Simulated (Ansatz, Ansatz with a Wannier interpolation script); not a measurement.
# G0W0 band structure of AlH3 (R-3c), part 2 of 2

Aim: the G0W0 bands of AlH3 (R-3c) along the symmetry lines, with the gap off the mesh.

Ansatz 0.2.0; LDA, Wannier functions and G0W0, plane waves, PAW. Known limits of the many-body steps: not at the basis limit.

So far. Step 2 (LDA bands): The gap is indirect, with the least direct gap 0.07 eV higher. Step 3 (Wannier functions (Al:3s Al:3p H:1s) on 8×8×8): Near the gap the model misses directly solved bands by 3.3 meV r.m.s. and by 16 meV at most in the window tested. This tests the starting bands, not the corrections carried with them.

## (4) G0W0 at every point of the mesh: 4×4×4 mesh, 281 empty bands, screening to 150 eV

Now the one-shot GW correction: screening in the RPA, then the self-energy of the levels asked for.

This step: G0W0 on LDA, plane waves, PAW.

The input, input.yaml:

```yaml
crystal:
  lattice:
    - [2.22465, 1.2844022764, 3.9345666667]
    - [-2.22465, 1.2844022764, 3.9345666667]
    - [0.0, -2.5688045527, 3.9345666667]
  atoms:
    - { symbol: Al, position: [0.0, 0.0, 0.0] }
    - { symbol: Al, position: [0.5, 0.5, 0.5] }
    - { symbol: H, position: [0.878, 0.622, 0.25] }
    - { symbol: H, position: [0.25, 0.878, 0.622] }
    - { symbol: H, position: [0.622, 0.25, 0.878] }
    - { symbol: H, position: [0.122, 0.378, 0.75] }
    - { symbol: H, position: [0.75, 0.122, 0.378] }
    - { symbol: H, position: [0.378, 0.75, 0.122] }
kpoints:
  mp_grid: { grid: [4, 4, 4] }
hamiltonian:
  xc: lda
scf:
  occupations: { method: fixed }
gw:
  n_empty_bands: 281
  ecut_chi: 150.0
  qp_bands: [v6, c2]
  screening: { model: contour_deformation }
```

The run is started by

```
ansatz run input.yaml --threads 3 --pin off --max-ram 92160MiB --backend cuda --events-out ev --progress --plain --runs-dir out --devices 1 --max-vram 13GiB
```

Numbers of over 12 decimals in the logs are rounded to 6 here.

The program printed:

```text
GPUs: using 1 of 1 available (devices: 1).
[...]
GPU FFT provider: cuFFT
GPU libraries: cuBLAS 13.8.2, cuFFT 12.4.0, cuSOLVER 12.3.4
Crystal: 8 atoms, lattice volume = 67.454 Å³
Basis set: ecut = 420 eV, 1309 PW (Γ)
Bands: 14, of which v1, the nominal top of the filled ones, is band 6 counted from 1 (5 counted from 0)
Symmetry: 12 space group operations
[...]
k-points: 13 of 64
[...]
GPU buffer pool allocated for 32768 grid points (all kernels)
[...]
SCF iter   1: F=—  HF=-1119.660600 eV  |F-HF|=—  |Δ(HF+E_count)|=         —  Δρ=1.25e-2  dr2=7.03e-2  ethr=1.77e-3  ⟨swp⟩=4.2  Hψ=949  notcnv=0  defer=60
[...]
SCF iter   6: F=-1119.633212 eV  HF=-1119.633212 eV  |F-HF|=5.23e-12  |Δ(HF+E_count)|=   2.23e-9  Δρ=1.48e-7  dr2=7.41e-12  ethr=3.07e-11  ⟨swp⟩=5.8  Hψ=1115  notcnv=0
SCF 1 converged in 6 iterations: F = -1119.633212 eV  dr2 = 7.41e-12
[...]
G₀W₀ screening: q 1/13
[... further progress lines ...]
[...]
SCF converged after 6 iterations
Free energy (F): -1119.633212 eV
[...]
Internal energy: -1119.633212 eV  (E = F + TS)
E sigma→0 (E₀):  -1119.633212 eV
Fermi energy:    1.034421 eV
[...]
--- Band table (eV; the first three rows and the last of 13) ---
  k-point 0: bands = [... 2 lower, -0.7450, -0.7450, 0.9856, 0.9856, 2.9986, 6.6506, 6.7334, 6.7334, ... 4 higher]
  k-point 1: bands = [... 2 lower, -1.1473, -0.8346, 0.2945, 0.5465, 4.0613, 5.8269, 6.7124, 7.2199, ... 4 higher]
  k-point 2: bands = [... 2 lower, -0.6921, -0.6921, -0.3537, -0.3537, 4.7160, 4.7160, 8.4512, 8.4512, ... 4 higher]
  k-point 12: bands = [... 2 lower, -0.2340, -0.2340, -0.2340, -0.2340, 5.5886, 5.5886, 9.2020, 9.2020, ... 4 higher]
--- G₀W₀: contour deformation, 6 samples at zero and on the imaginary axis and 2 off it, 64 q-points, 281 empty bands' worth ---
  eigenvalues of the whole cell's RPA ε∞ on this k-mesh (on a slab, of 1 + 4πα/V) = 4.4944, 4.4944, 4.7440; static W/v taken at q = 0 is 0.218649
  bands read: the sum over 287 bands ends inside a degenerate multiplet in 4 slots, whose members it reads at an even weight; the widest, k=0: bands 287 to 288 (counted from 1) at 1/2 each
    ik  band        ε_KS         Σx   Σc(E_QP)       V_xc       Z   E_QP_lin       E_QP  E_QP is
     0     1     -7.7918   -17.8223     5.6876   -11.1169  0.6511    -8.8139    -8.8095  root
     0     2     -1.3983   -16.3774     2.9263   -12.1299  0.7433    -2.7541    -2.7194  root
     0     3     -0.7450   -16.4232     2.7089   -12.3899  0.7515    -2.0987    -2.0695  root
     0     4     -0.7450   -16.4232     2.7089   -12.3899  0.7515    -2.0987    -2.0695  root
     0     5      0.9856   -15.3551     2.1333   -11.8757  0.7692    -0.3850    -0.3605  root
     0     6      0.9856   -15.3551     2.1333   -11.8757  0.7692    -0.3850    -0.3605  root
     0     7      2.9986    -8.2780    -3.6449   -12.8683  0.7979     3.9517     3.9440  root
     0     8      6.6506    -3.6460    -4.2186    -8.5273  0.8064     7.3185     7.3133  root
     1     1     -7.1804   -17.6380     5.4000   -11.1953  0.6543    -8.2379    -8.2230  root
     1     2     -2.7745   -16.4327     3.3460   -11.9180  0.7192    -3.9808    -3.9432  root
     1     3     -1.1473   -16.1661     2.8122   -12.0467  0.7478    -2.4882    -2.4546  root
     1     4     -0.8346   -16.1955     2.7284   -12.1520  0.7497    -2.1790    -2.1497  root
     1     5      0.2945   -15.4828     2.3032   -11.8750  0.7632    -1.0360    -1.0101  root
     1     6      0.5465   -15.5368     2.2255   -11.9982  0.7659    -0.7913    -0.7666  root
[...]
12     4     -0.2340   -15.8491     2.4863   -12.0651  0.7576    -1.5590    -1.5317  root
    12     5     -0.2340   -15.8491     2.4863   -12.0651  0.7576    -1.5590    -1.5317  root
    12     6     -0.2340   -15.8491     2.4863   -12.0651  0.7576    -1.5590    -1.5317  root
    12     7      5.5886    -6.0527    -4.1346   -11.0462  0.7986     6.4558     6.4474  root
    12     8      5.5886    -6.0527    -4.1346   -11.0462  0.7986     6.4558     6.4474  root
```

Wall time 19 s (1 × NVIDIA H100 80GB HBM3 (shared by 6 runs) with 3 threads of AMD EPYC 7R13 (Zen 3), shared host); peak memory 1.1 GiB; 16 s of CPU time.

This step gave:

```yaml
bands_summed: 287
rpa_eps_infinity_on_this_mesh_eigenvalues: 4.494, 4.494, 4.744
plane_waves_in_the_screening_matrix: 295
q_points_in_the_mesh: 64
g0w0_gap_on_the_mesh: 4.213 eV
k_of_the_valence_top: 0, -0.5, -0.5
k_of_the_conduction_bottom: 0, 0, 0
starting_gap_on_the_mesh: 1.964 eV
z_at_the_valence_top: 0.7728
z_at_the_conduction_bottom: 0.7979
least_direct_g0w0_gap_on_the_computed_points: 4.304 eV
```

The gap on the mesh goes from 1.96 eV to 4.21 eV, a correction of +2.25 eV, though a band edge has moved to another state.

## (5) Interpolating the corrections

A script adds the corrections, carried to the Wannier functions and back, to the LDA levels, along the path and on a 13×13×13 mesh.

```
G0W0 gap over the zone     : 4.179 eV
conduction bottom at       : Γ
starting gap over the zone : 1.931 eV
least direct G0W0 gap      : 4.304 eV
G0W0 gap on the mesh       : 4.213 eV
valence width, start       : 8.859 eV
valence width, G0W0        : 8.575 eV
gap by a rigid shift       : 4.180 eV
```

Levels solved directly plus the interpolated quasiparticle correction. Limits: finite bands, cutoff and mesh. Quasiparticle bands along the path, in eV, zero at the valence-band top of each set; v1 is the highest filled band, c1 the lowest empty one:

| point | v4 | v3 | v2 | v1 | c1 |
| --- | --- | --- | --- | --- | --- |
| Γ | -1.83 | -1.83 | -0.12 | -0.12 | 4.18 |
| halfway | -1.73 | -1.73 | -0.55 | -0.55 | 5.72 |
| T | -1.30 | -1.30 | -1.30 | -1.30 | 6.68 |
| halfway | -2.88 | -2.88 | -0.60 | -0.60 | 7.42 |
| H2 | -3.96 | -3.96 | -0.71 | -0.71 | 7.65 |
| jump to H0 | -3.96 | -3.96 | -0.71 | -0.71 | 7.65 |
| halfway | -2.86 | -2.86 | -1.10 | -1.10 | 7.15 |
| L | -1.77 | -1.77 | -1.39 | -1.39 | 5.75 |
| halfway | -2.22 | -1.91 | -0.77 | -0.53 | 5.15 |
| Γ | -1.83 | -1.83 | -0.12 | -0.12 | 4.18 |
| halfway | -2.91 | -1.61 | -1.25 | -0.68 | 5.59 |
| S0 | -4.17 | -2.85 | -2.10 | -0.15 | 7.96 |
| jump to S2 | -4.16 | -2.85 | -2.10 | -0.15 | 7.95 |
| halfway | -4.27 | -3.13 | -2.58 | 0.00 | 7.28 |
| F | -3.51 | -3.22 | -3.11 | -0.03 | 7.29 |
| halfway | -2.66 | -2.59 | -1.92 | -0.03 | 6.23 |
| Γ | -1.83 | -1.83 | -0.12 | -0.12 | 4.18 |

The same for LDA:

| point | v4 | v3 | v2 | v1 | c1 |
| --- | --- | --- | --- | --- | --- |
| Γ | -1.80 | -1.80 | -0.07 | -0.07 | 1.95 |
| T | -1.28 | -1.28 | -1.28 | -1.28 | 4.54 |
| H2 | -4.04 | -4.04 | -0.72 | -0.72 | 5.64 |
| H0 | -4.04 | -4.04 | -0.72 | -0.72 | 5.64 |
| L | -1.74 | -1.74 | -1.40 | -1.40 | 3.67 |
| Γ | -1.80 | -1.80 | -0.07 | -0.07 | 1.95 |
| S0 | -4.28 | -2.85 | -2.17 | -0.11 | 5.88 |
| S2 | -4.28 | -2.85 | -2.17 | -0.11 | 5.88 |
| F | -3.75 | -3.24 | -3.11 | -0.07 | 5.29 |
| Γ | -1.80 | -1.80 | -0.07 | -0.07 | 1.95 |

The first set of quasiparticle bands as a text plot (rows in eV, shown from -8.0 to 8.0 only; labels by their first letter):

```
    7.6 |            +++++++                      +++  +
    7.0 |        ++++       +                    +   ++ ++++
    6.3 |     +++            ++               +++           +
    5.6 |   ++                 +++++         +               +
    5.0 |  +                        ++     ++                 +
    4.3 |++                           +++++                    ++
    3.6 |
    3.0 |
    2.3 |
    1.6 |
    1.0 |
    0.3 |                                            *
   -0.4 |*****      ****            **********   **** ***********
   -1.0 |     ******    ******* *****       *****            **
   -1.7 |******** *            ********************         *   *
   -2.3 |*         **        **   ***********    ****      ******
   -3.0 | **         *     **        *     ****    ************
   -3.7 |   *         *****         *        * ****   *****
   -4.3 |    *                     *          *    ******
   -5.0 |     *                  **            *** **
   -5.7 |      *     ********   *                 **
   -6.3 |       ******       ***                 *  *****
   -7.0 |      **               **             **        **
   -7.7 |     *                   ***        **            **
         Γ       T     H|H     L        Γ         S|S  F        Γ
```

Wannier model on a dense mesh, Gaussian width 0.15 eV. Limits: finite bands, cutoff and mesh. Density of states against energy, zero at the valence-band top of each set; read off at these points; values in states/eV/cell:

| energy (eV) | G0W0 | LDA |
| --- | --- | --- |
| -9.50 | 0 | 0 |
| -9.00 | 0 | 0.0103 |
| -8.50 | 0.142 | 0.339 |
| -8.00 | 0.466 | 0.510 |
| -7.50 | 0.651 | 0.712 |
| -7.00 | 0.769 | 0.915 |
| -6.50 | 0.992 | 1.16 |
| -6.20 | 1.25 | 1.11 |
| -6.00 | 1.13 | 1.11 |
| -5.50 | 0.973 | 0.939 |
| -5.00 | 0.878 | 0.738 |
| -4.50 | 0.884 | 0.887 |
| -4.00 | 1.33 | 1.24 |
| -3.50 | 1.68 | 1.55 |
| -3.00 | 2.34 | 2.20 |
| -2.50 | 2.25 | 2.15 |
| -2.00 | 2.17 | 2.16 |
| -1.70 | 2.15 | 2.26 |
| -1.60 | 2.23 | 2.23 |
| -1.50 | 2.08 | 2.05 |
| -1.00 | 1.54 | 1.41 |
| -0.50 | 1.96 | 1.96 |
| -0.20 | 2.99 | 3.02 |
| 0.00 | 1.96 | 1.93 |
| 0.50 | 5.3e-6 | 4.0e-6 |
| 1.00 | 0 | 0 |
| 1.50 | 0 | 0 |
| 2.00 | 0 | 0.0198 |
| 2.50 | 0 | 0.107 |
| 3.00 | 0 | 0.204 |
| 3.50 | 0 | 0.480 |
| 4.00 | 0.00102 | 0.791 |
| 4.50 | 0.0626 | 1.14 |
| 5.00 | 0.168 | 1.76 |
| 5.50 | 0.426 | 1.76 |
| 6.00 | 0.759 | 1.25 |
| 6.50 | 1.08 | 1.51 |
| 7.00 | 1.75 | 1.68 |

Corrections by starting level (eV, on the run's own energy scale, so only their differences matter):

| start | correction |
| --- | --- |
| -8.83 | −1.02 |
| -6.74 | −1.10 |
| -5.67 | −1.10 |
| -4.61 | −1.18 |
| -3.47 | −1.24 |
| -3.09 | −1.29 |
| -2.18 | −1.31 |
| -1.78 | −1.32 |
| -1.39 | −1.27 |
| -1.03 | −1.30 |
| -0.49 | −1.31 |
| -0.05 | −1.35 |
| 0.00 | −1.30 |
| 1.96 | +0.94 |
| 3.68 | +0.80 |
| 4.78 | +0.68 |
| 5.62 | +0.66 |
| 7.33 | +0.69 |

## (6) Summary of results

```yaml
lda_gap: 1.93 eV
g0w0_gap_over_the_zone: 4.18 eV, indirect
least_direct_g0w0_gap_in_the_model: 4.30 eV
gw_settings: 4×4×4 mesh, 281 empty bands, screening to 150 eV
known_limits: not at the basis limit
```

In words: The Wannier model follows the LDA bands to 3 meV r.m.s. near the gap. The G0W0 gap over the zone is 4.18 eV, indirect, from k = (-0.435, 0.437, -0.001) to Γ; on the mesh alone it is 4.21 eV, and a rigid shift of the LDA bands would give 4.18 eV. The valence width in the model goes from 8.86 eV to 8.57 eV. Bands and cutoff are finite, so the gap is not at the basis limit. The miss can reach some tenths of an eV and take either sign; the mesh is an error of its own. Above the frozen window of the model the interpolated levels need not meet the computed ones, even at points of the mesh.

[Paths, hosts, dates, memory and timing lines, banners, echoed tables and standing remarks are left out of the program output.]

[Logs are printed without paths, hosts, clocks, repeated set-up lines and the standing remarks that a program may print on its own settings, such as how far it seeks lower states.]

[Runs of the session that timed out or met a known fault of the program may be left out.]

[Hosts, paths, dates, database ids (printed as entryN), source tags and the programs' standing remarks are cut or masked in the printed files.]
